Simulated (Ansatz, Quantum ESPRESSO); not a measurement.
# Lattice dynamics of CsCaH3 (Pm-3m) in two programs, part 2 of 4

How does CsCaH3 (Pm-3m) vibrate, and is this structure a minimum?

Quantum ESPRESSO 7.5; DFT LDA, scalar-relativistic, plane waves, GBRV ultrasoft pseudopotentials.

So far. Step 2 (A probe with smearing): A gap of 2.8 eV opens on this mesh, so the crystal is taken as an insulator; the start stands at -2.4 GPa. Step 4 (Ground state): The cell stands at 0.005 GPa, close enough for phonons. The relaxed cell has a = 4.466 Å (conventional setting).

### 5. Phonons on a q mesh

Linear response treats each wavevector in the unit cell, with no supercell; the 2×2×2 mesh fixes the range of the force constants to be had.

The input, ph.in:

```
phonons
 &inputph
    prefix='x',
    outdir='./tmp',
    fildyn='x.dyn',
    tr2_ph=1.0d-18,
    epsil=.true.,
    ldisp=.true.,
    nq1=2,
    nq2=2,
    nq3=2,
 /
```

The run is started by

```console
> OMP_NUM_THREADS=1 mpirun -n 4 ph.x -nk 4 -in ph.in > ph.out
```

Numbers of over 12 decimals in the logs are rounded to 6 here.

The program printed:

```text
[banners, grids, parts of the stress and lines that vanish by symmetry left out]
[banner, memory and clock lines left out]
Program PHONON v.7.5

[...]
Exchange-correlation= PZ
                           (   1   1   0   0   0   0   0)
[...]
(   4 q-points):
[...]
kinetic-energy cut-off    =      40.0000  Ry
     charge density cut-off    =     240.0000  Ry
     convergence threshold     =      1.0E-18
[...]
Exchange-correlation= PZ
                           (   1   1   0   0   0   0   0)
[...]
q = (   0.0000000   0.0000000   0.0000000 )
     49 Sym.Ops. (with q -> -q+G )
     G cutoff =  432.9328  (  37561 G-vectors)     FFT grid: ( 45, 45, 45)
     G cutoff =  288.6219  (  20377 G-vectors)  smooth grid: ( 36, 36, 36)
     number of k points=    10
[...]
Mode symmetry, O_h (m-3m)  point group:
[...]
Dielectric constant
[...]
End of electric fields calculation
          Dielectric constant in cartesian axis
          (       3.888298122       0.000000000       0.000000000 )
          (       0.000000000       3.888298122       0.000000000 )
          (       0.000000000       0.000000000       3.888298122 )
          Effective charges (d Force / dE) in cartesian axis without acoustic sum rule applied (asr)
           atom    1  Cs    Mean Z*:        1.09076
      Ex  (        1.09076        0.00000        0.00000 )
      Ey  (        0.00000        1.09076        0.00000 )
      Ez  (        0.00000        0.00000        1.09076 )
           atom    2  Ca    Mean Z*:        1.92829
      Ex  (        1.92829        0.00000        0.00000 )
      Ey  (        0.00000        1.92829        0.00000 )
      Ez  (        0.00000        0.00000        1.92829 )
           atom    3  H     Mean Z*:       -1.01298
      Ex  (       -0.97001        0.00000        0.00000 )
      Ey  (        0.00000       -1.09891        0.00000 )
      Ez  (        0.00000        0.00000       -0.97001 )
           atom    4  H     Mean Z*:       -1.01298
      Ex  (       -1.09891        0.00000        0.00000 )
      Ey  (        0.00000       -0.97001        0.00000 )
      Ez  (        0.00000        0.00000       -0.97001 )
           atom    5  H     Mean Z*:       -1.01298
      Ex  (       -0.97001        0.00000        0.00000 )
      Ey  (        0.00000       -0.97001        0.00000 )
      Ez  (        0.00000        0.00000       -1.09891 )
          Effective charges Sum: Mean:       -0.01988
[...]
Effective charges (d Force / dE) in cartesian axis with asr applied:
           atom    1  Cs    Mean Z*:        1.09474
[...]
atom    2  Ca    Mean Z*:        1.93227
[...]
atom    3  H     Mean Z*:       -1.00900
[...]
atom    4  H     Mean Z*:       -1.00900
[...]
atom    5  H     Mean Z*:       -1.00900
[...]
Representation #   1 modes #   1   2   3
[...]
End of self-consistent calculation
     Convergence has been achieved
     Representation #   2 modes #   4   5   6
[...]
End of self-consistent calculation
     Convergence has been achieved
     Representation #   3 modes #   7   8   9
[...]
End of self-consistent calculation
     Convergence has been achieved
     Representation #   4 modes #  10  11  12
[...]
End of self-consistent calculation
     Convergence has been achieved
[...]
Convergence has been achieved
[...]
Dielectric constant in cartesian axis
          (       3.888298122       0.000000000       0.000000000 )
          (       0.000000000       3.888298122       0.000000000 )
          (       0.000000000       0.000000000       3.888298122 )
          Effective charges (d Force / dE) in cartesian axis without acoustic sum rule applied (asr)
           atom    1  Cs    Mean Z*:        1.09076
      Ex  (        1.09076        0.00000        0.00000 )
      Ey  (        0.00000        1.09076        0.00000 )
      Ez  (        0.00000        0.00000        1.09076 )
           atom    2  Ca    Mean Z*:        1.92829
      Ex  (        1.92829        0.00000        0.00000 )
      Ey  (        0.00000        1.92829        0.00000 )
      Ez  (        0.00000        0.00000        1.92829 )
           atom    3  H     Mean Z*:       -1.01298
      Ex  (       -0.97001        0.00000        0.00000 )
      Ey  (        0.00000       -1.09891        0.00000 )
      Ez  (        0.00000        0.00000       -0.97001 )
           atom    4  H     Mean Z*:       -1.01298
      Ex  (       -1.09891        0.00000        0.00000 )
      Ey  (        0.00000       -0.97001        0.00000 )
      Ez  (        0.00000        0.00000       -0.97001 )
           atom    5  H     Mean Z*:       -1.01298
      Ex  (       -0.97001        0.00000        0.00000 )
      Ey  (        0.00000       -0.97001        0.00000 )
      Ez  (        0.00000        0.00000       -1.09891 )
          Effective charges Sum: Mean:       -0.01988
[...]
Effective charges (d Force / dE) in cartesian axis with asr applied:
           atom    1  Cs    Mean Z*:        1.09474
[...]
atom    2  Ca    Mean Z*:        1.93227
[...]
atom    3  H     Mean Z*:       -1.00900
[...]
atom    4  H     Mean Z*:       -1.00900
[...]
atom    5  H     Mean Z*:       -1.00900
[...]
Effective charges (d P / du) in cartesian axis
[...]
q = (    0.000000000   0.000000000   0.000000000 )
[...]
freq (    1) =      -0.132064 [THz] =      -4.405184 [cm-1]
     freq (    2) =      -0.132064 [THz] =      -4.405184 [cm-1]
     freq (    3) =      -0.132064 [THz] =      -4.405184 [cm-1]
     freq (    4) =       3.510051 [THz] =     117.082697 [cm-1]
     freq (    5) =       3.510051 [THz] =     117.082697 [cm-1]
     freq (    6) =       3.510051 [THz] =     117.082697 [cm-1]
     freq (    7) =      12.906507 [THz] =     430.514724 [cm-1]
     freq (    8) =      12.906507 [THz] =     430.514724 [cm-1]
     freq (    9) =      12.906507 [THz] =     430.514724 [cm-1]
     freq (   10) =      13.774595 [THz] =     459.471024 [cm-1]
     freq (   11) =      13.774595 [THz] =     459.471024 [cm-1]
     freq (   12) =      13.774595 [THz] =     459.471024 [cm-1]
     freq (   13) =      33.410876 [THz] =    1114.466878 [cm-1]
     freq (   14) =      33.410876 [THz] =    1114.466878 [cm-1]
[...]
Mode symmetry, O_h (m-3m)  point group:
     freq (   1-   3) =         -4.4  [cm-1]   --> T_1u G_15  G_4- I
     freq (   4-   6) =        117.1  [cm-1]   --> T_1u G_15  G_4- I
     freq (   7-   9) =        430.5  [cm-1]   --> T_2u G_25  G_5-
     freq (  10-  12) =        459.5  [cm-1]   --> T_1u G_15  G_4- I
     freq (  13-  15) =       1114.5  [cm-1]   --> T_1u G_15  G_4- I
[...]
Mode symmetry, D_4h(4/mmm) point group:
[...]
Representation #   1 mode #   1
[...]
Convergence has been achieved
     Representation #   2 mode #   2
[...]
Convergence has been achieved
     Representation #   3 mode #   3
[...]
Convergence has been achieved
     Representation #   4 modes #   4   5
[...]
Convergence has been achieved
     Representation #   5 modes #   6   7
[...]
Convergence has been achieved
     Representation #   6 modes #   8   9
[...]
Convergence has been achieved
     Representation #   7 mode #  10
[...]
Convergence has been achieved
[...]
Convergence has been achieved
     Representation #   9 modes #  12  13
[...]
Convergence has been achieved
[...]
q = (    0.000000000   0.000000000  -0.500000000 )
[...]
Mode symmetry, D_4h(4/mmm) point group:
     freq (   1-   2) =         59.5  [cm-1]   --> E_u  X_5' M_5'
     freq (   3-   3) =         74.9  [cm-1]   --> A_2u X_4' M_4'
     freq (   4-   5) =        111.8  [cm-1]   --> E_g  X_5  M_5
     freq (   6-   6) =        190.7  [cm-1]   --> A_1g X_1  M_1
     freq (   7-   8) =        487.4  [cm-1]   --> E_u  X_5' M_5'
     freq (   9-  10) =        497.4  [cm-1]   --> E_g  X_5  M_5
     freq (  11-  11) =        503.0  [cm-1]   --> B_1g X_2  M_2
     freq (  12-  12) =        711.7  [cm-1]   --> A_1g X_1  M_1
     freq (  13-  14) =       1113.8  [cm-1]   --> E_g  X_5  M_5
     freq (  15-  15) =       1235.9  [cm-1]   --> A_2u X_4' M_4'
[...]
Mode symmetry, D_4h(4/mmm) point group:
[...]
Representation #   8 mode #   9
[...]
Convergence has been achieved
     Representation #  11 modes #  14  15
[...]
Convergence has been achieved
[...]
q = (    0.000000000  -0.500000000  -0.500000000 )
[...]
Mode symmetry, D_4h(4/mmm) point group:
     freq (   1-   1) =         58.4  [cm-1]   --> A_2u X_4' M_4'
     freq (   2-   3) =         63.2  [cm-1]   --> E_u  X_5' M_5'
     freq (   4-   4) =        121.7  [cm-1]   --> B_1u X_2' M_2'
     freq (   5-   6) =        197.6  [cm-1]   --> E_u  X_5' M_5'
     freq (   7-   7) =        413.2  [cm-1]   --> B_1g X_2  M_2
     freq (   8-   9) =        485.8  [cm-1]   --> E_u  X_5' M_5'
     freq (  10-  11) =        529.7  [cm-1]   --> E_g  X_5  M_5
     freq (  12-  12) =        704.7  [cm-1]   --> A_1g X_1  M_1
     freq (  13-  13) =       1112.5  [cm-1]   --> B_1u X_2' M_2'
     freq (  14-  14) =       1140.7  [cm-1]   --> A_2g X_4  M_4
     freq (  15-  15) =       1281.0  [cm-1]   --> B_2g X_3  M_3
[...]
Mode symmetry, O_h (m-3m)  point group:
[...]
Convergence has been achieved
     Representation #   2 mode #   4
[...]
Convergence has been achieved
     Representation #   3 modes #   5   6
[...]
Convergence has been achieved
[...]
Convergence has been achieved
     Representation #   5 modes #  10  11  12
[...]
End of self-consistent calculation
     Convergence has been achieved
     Representation #   6 modes #  13  14  15
[...]
End of self-consistent calculation
     Convergence has been achieved
[...]
q = (   -0.500000000  -0.500000000  -0.500000000 )
[...]
freq (    8) =      11.174570 [THz] =     372.743544 [cm-1]
     freq (    9) =      11.174570 [THz] =     372.743544 [cm-1]
     freq (   10) =      17.807077 [THz] =     593.980141 [cm-1]
     freq (   11) =      17.807077 [THz] =     593.980141 [cm-1]
     freq (   12) =      17.807077 [THz] =     593.980141 [cm-1]
     freq (   13) =      34.230410 [THz] =    1141.803590 [cm-1]
     freq (   14) =      34.230410 [THz] =    1141.803590 [cm-1]
     freq (   15) =      39.046943 [THz] =    1302.465815 [cm-1]
[...]
Mode symmetry, O_h (m-3m)  point group:
     freq (   1-   3) =         68.6  [cm-1]   --> T_1u G_15  G_4-
     freq (   4-   6) =        207.9  [cm-1]   --> T_2g G_25' G_5+
     freq (   7-   9) =        372.7  [cm-1]   --> T_2u G_25  G_5-
     freq (  10-  12) =        594.0  [cm-1]   --> T_1u G_15  G_4-
     freq (  13-  14) =       1141.8  [cm-1]   --> E_u  G_12' G_3-
     freq (  15-  15) =       1302.5  [cm-1]   --> A_2u G_2'  G_2-
```

The job ended after 9.3 min (4 MPI ranks of Arm Neoverse V1, shared host).

Read from the output:

```yaml
miss_of_the_charge_sum_rule: 0.01988 e
largest_acoustic_frequency_at_the_zone_centre_before_the_sum_rule: -4.41 cm⁻¹
highest_optical_zone_centre_mode_no_lo_to_term: 1114 cm⁻¹
lowest_optical_zone_centre_mode: 117.1 cm⁻¹
mean_high_frequency_dielectric_constant: 3.888
largest_born_charge_in_size_third_of_the_trace: 1.928 e
lowest_mode_on_the_q_mesh_acoustic_ones_at_the_zone_centre_apart: 58.38 cm⁻¹
```

Frequencies (cm⁻¹) at each irreducible wavevector; negative means imaginary. Frequencies by wavevector:

```
 q (fractions)  star  mode 1  mode 2  mode 3  mode 4  mode 13  mode 14  mode 15
         0 0 0     1   -4.41   -4.41   -4.41   117.1     1114     1114     1114
      0 0 -0.5     3   59.54   59.54    74.9   111.8     1114     1114     1236
   0 -0.5 -0.5     3   58.38    63.2    63.2   121.7     1112     1141     1281
-0.5 -0.5 -0.5     1   68.61   68.61   68.61   207.9     1142     1142     1302
```

Born charge (rows field, columns displacement), before the sum rule (e), principal values of the symmetric part by kind of site:

```
atom  atoms with these values    low  middle   high   mean
 Cs1                        1   1.09    1.09   1.09   1.09
 Ca2                        1   1.93    1.93   1.93   1.93
  H3                        3  -1.10   -0.97  -0.97  -1.01
```

In full for H3:

```
-0.97  0.00  0.00
 0.00 -1.10  0.00
 0.00  0.00 -0.97
```

High-frequency dielectric tensor:

```
3.89 0.00 0.00
0.00 3.89 0.00
0.00 0.00 3.89
```

The acoustic modes at Γ come out as far as 4.4 cm⁻¹ from zero, where they should vanish, a small numerical error; the Born charges miss their sum rule by 0.020 e, which is good.

### 6. Force constants in real space

The dynamical matrices of the mesh are Fourier-transformed to force constants in real space, after the long-range dipole part is taken out.

The input, q2r.in:

```
 &input
    fildyn='x.dyn',
    zasr='simple',
    flfrc='x.fc',
 /
```

The run is started by

```console
> q2r.x < q2r.in > q2r.out
```

The program printed:

```text
[banners, grids, parts of the stress and lines that vanish by symmetry left out]
[banner, memory and clock lines left out]
Program Q2R v.7.5

  reading grid info from file x.dyn0

  reading force constants from file x.dyn1
 macroscopic fields = T
   3.88830   0.00000   0.00000
   0.00000   3.88830   0.00000
[...]
na=            1
[...]
na=            2
[...]
na=            3
[...]
na=            4
[...]
na=            5
[...]
0.00000  -0.97001   0.00000
   0.00000   0.00000  -1.09891
  alpha Ewald:    1.803887
  nqs=            1
 q=   0.00000000  0.00000000  0.00000000
  reading force constants from file x.dyn2
  alpha Ewald:    1.803887
  nqs=            3
 q=   0.00000000  0.00000000 -0.50000000
[...]
reading force constants from file x.dyn3
  alpha Ewald:    1.803887
  nqs=            3
[...]
q=  -0.50000000  0.00000000 -0.50000000
  reading force constants from file x.dyn4
  alpha Ewald:    1.803887
  nqs=            1
 q=  -0.50000000 -0.50000000 -0.50000000

      q-space grid ok, #points =    8

      fft-check success (sum of imaginary terms < 10^-12)
```

Run time: 0.48 s. Hardware: 1 thread.

### 7. Dispersion

From the force constants any wavevector is cheap; points of the mesh come back as solved, but for the sum rule and, in polar crystals, the LO-TO term at Γ; the rest is interpolation.

The input, matdyn.in:

```
 &input
    asr='simple',
    flfrc='x.fc',
    flfrq='x.freq',
    flvec='x.modes',
    q_in_band_form=.true.,
    q_in_cryst_coord=.true.,
 /
8
  0.0000000   0.0000000   0.0000000  12  ! GAMMA
  0.0000000   0.5000000   0.0000000  12  ! X
  0.5000000   0.5000000   0.0000000  12  ! M
  0.0000000   0.0000000   0.0000000  12  ! GAMMA
  0.5000000   0.5000000   0.5000000  12  ! R
  0.0000000   0.5000000   0.0000000   1  ! X
  0.5000000   0.5000000   0.5000000  12  ! R
  0.5000000   0.5000000   0.0000000   1  ! M
```

The run is started by

```console
> matdyn.x -in matdyn.in > matdyn.out
```

The program printed:

```text
[banner, memory and clock lines left out]
Program MATDYN v.7.5

 mass for atomic type   1 not given; uses mass from file x.fc
 mass for atomic type   2 not given; uses mass from file x.fc
 mass for atomic type   3 not given; uses mass from file x.fc
```

It took 0.61 s on 1 thread.

Read from the output:

| Property | Result |
| --- | --- |
| lowest frequency on the path | 0 cm⁻¹ |

Matdyn.x, sum rule simple. The phonon branches at the labelled points (cm⁻¹):

```
    point  branch 1  branch 2  branch 3  branch 4  branch 12  branch 13  branch 14  branch 15
        Γ         0         0         0       117        680       1115       1115       1199
  halfway        42        42        60       115        696       1114       1114       1217
        X        60        60        75       112        712       1114       1114       1236
  halfway        59        62        67       118        699       1113       1131       1256
        M        58        63        63       122        705       1113       1141       1281
  halfway        52        53        67       117        694       1114       1126       1234
        Γ         0         0         0       117        680       1115       1115       1199
  halfway        59        59        65       165        677       1128       1128       1248
        R        69        69        69       208        594       1142       1142       1303
  halfway        61        64        66       167        665       1129       1133       1269
        X        60        60        75       112        712       1114       1114       1236
jump to R        69        69        69       208        594       1142       1142       1303
  halfway        64        66        66       172        651       1131       1141       1288
        M        58        63        63       122        705       1113       1141       1281
```

All branches are real along the path.

### 8. Density of states

Sums over the zone need many more wavevectors than were solved, so the interpolation is sampled on a dense mesh.

The input, matdyn.in:

```
 &input
    asr='simple',
    flfrc='x.fc',
    dos=.true.,
    fldos='x.dos',
    nk1=10,
    nk2=10,
    nk3=10,
    deltaE=1.0,
 /
```

The run is started by

```console
> matdyn.x -in matdyn.in > matdyn.out
```

The program printed:

```text
[banner, memory and clock lines left out]
Program MATDYN v.7.5

 mass for atomic type   1 not given; uses mass from file x.fc
 mass for atomic type   2 not given; uses mass from file x.fc
 mass for atomic type   3 not given; uses mass from file x.fc
```

It took 19 s on 1 thread.

This step gave:

* share of modes beyond 3i cm⁻¹ on the dense interpolated mesh: 0
* zero-point energy per atom: 90.18 meV
* heat capacity at 300 K: 16.42 J/(mol atoms K)
* vibrational entropy at 300 K: 21.18 J/(mol atoms K)

The phonon density of states has structure finer than the step of the table below, so its rows give means over 50 cm⁻¹, whole bins alone (the curve runs from 0 to 1296 cm⁻¹). Peaks (cm⁻¹: height): total 64.0: 0.204, 192.0: 0.0565, 696.0: 0.0429, 1120.0: 0.0897; Ca 120.0: 0.0398, 192.0: 0.0545; Cs 64.0: 0.200; H 440.0: 0.0417, 696.0: 0.0424, 1120.0: 0.0885, 1240.0: 0.0160.

Tetrahedra. Phonon density of states against wavenumber; means over each step; values in 1/cm⁻¹/cell:

```
wavenumber (cm⁻¹)    total       Ca       Cs        H
               50   0.0586  0.00180   0.0567   9.8e-5
              100  0.00968  0.00770  0.00177   2.1e-4
              150   0.0269   0.0253   1.0e-3   5.7e-4
              200   0.0246   0.0238   4.2e-4   4.0e-4
              250        0        0        0        0
              300        0        0        0        0
              350   5.2e-5        0        0   5.2e-5
              400   0.0121   2.5e-5        0   0.0121
              450   0.0348   1.8e-4   4.6e-6   0.0346
              500   0.0287   2.5e-4   5.0e-6   0.0284
              550   0.0197   8.4e-5        0   0.0196
              600  0.00515   7.3e-6        0  0.00514
              650  0.00413   2.0e-5   3.0e-7  0.00411
              700   0.0152   1.8e-4   9.3e-6   0.0151
              750        0        0        0        0
              800        0        0        0        0
              850        0        0        0        0
              900        0        0        0        0
              950        0        0        0        0
             1000        0        0        0        0
             1050        0        0        0        0
             1100   0.0209   2.9e-4        0   0.0206
             1150   0.0194   1.2e-4        0   0.0193
             1200  0.00234   3.6e-5        0  0.00230
             1250   0.0139   7.0e-5        0   0.0139
```

Harmonic thermodynamic functions per atom, summed over the density of states scaled to three modes an atom; melting is ignored. Thermodynamic functions:

```
T (K)  F_vib (meV/atom)  S (J/mol-atom/K)  C_V (J/mol-atom/K)
    0             90.18                 0                   0
   50             89.62             3.257               5.067
  100             86.68             7.896               8.369
  200             74.56             15.21               13.07
  300             55.61             21.18               16.42
  400             30.97             26.24                18.7
  500              1.46             30.59               20.27
  600            -32.26             34.39               21.37
  700            -69.67             37.75               22.14
  800            -110.4             40.74                22.7
  900              -154             43.44               23.12
 1000            -200.3             45.89               23.43
```

At 300 K the heat capacity has reached 66 % of the Dulong-Petit value.

(Part 2 of 4 ends here.)

[Host names and launcher messages were left out of these logs when they were recorded.]

[Logs are printed without paths, hosts, clocks, repeated set-up lines and the standing remarks that a program may print on its own settings, such as how far it seeks lower states.]

[Hosts, paths, dates, database ids (printed as entryN), source tags and the programs' standing remarks are cut or masked in the printed files.]
